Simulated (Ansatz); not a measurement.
Two G0W0 runs on CsPbI2Br (P4/mmm).

```yaml
crystal:
  lattice:
    - [6.37530, 0.00000, 0.00000]
    - [0.00000, 6.37530, 0.00000]
    - [0.00000, 0.00000, 5.96222]
  atoms:
    - { symbol: Cs, position: [0.50000, 0.50000, 0.50000] }
    - { symbol: Pb, position: [0.00000, 0.00000, 0.00000] }
    - { symbol: I, position: [0.00000, 0.50000, 0.00000] }
    - { symbol: I, position: [0.50000, 0.00000, 0.00000] }
    - { symbol: Br, position: [0.00000, 0.00000, 0.50000] }
```

The cell and positions are those that the Materials Project relaxed with its own functionals (PBE, PBE+U or r2SCAN), kept fixed. Spin-orbit coupling is left out unless a run names it.

The first (Ansatz 0.2.0; start PBE, 4×4×4 mesh, 1010 empty bands, screening to 150 eV, PAW set soft_1 files; 1 × NVIDIA H100 80GB HBM3 (shared by 6 runs) with 2 threads of AMD EPYC 7R13 (Zen 3), shared host) gave, on its mesh: starting gap 1.47 eV, G0W0 gap 2.44 eV, RPA ε∞ (mean) 6.29, 2.8 min.

The second changes start from PBE to PBEsol. What does it give?

It gave: starting gap 1.39 eV, G0W0 gap 2.40 eV, RPA ε∞ (mean) 6.67, 1.8 min. The G0W0 gap moves by −0.04 eV, −0.08 eV from the start and +0.04 eV from the correction. Σc changes by −0.03 eV at the valence top and −0.04 eV at the conduction bottom, and Σx − Vxc between them by +0.05 eV.

Limits: not at the basis limit; no spin-orbit coupling.

[Paths, hosts, dates, memory and timing lines, banners, echoed tables and standing remarks are left out of the program output.]

[Logs are printed without paths, hosts, clocks, repeated set-up lines and the standing remarks that a program may print on its own settings, such as how far it seeks lower states.]

[Runs of the session that timed out or met a known fault of the program may be left out.]

[Cells called generated may have been cut or substituted from an entry of the Crystallography Open Database or the Materials Project.]

[Hosts, paths, dates, database ids (printed as entryN), source tags and the programs' standing remarks are cut or masked in the printed files.]
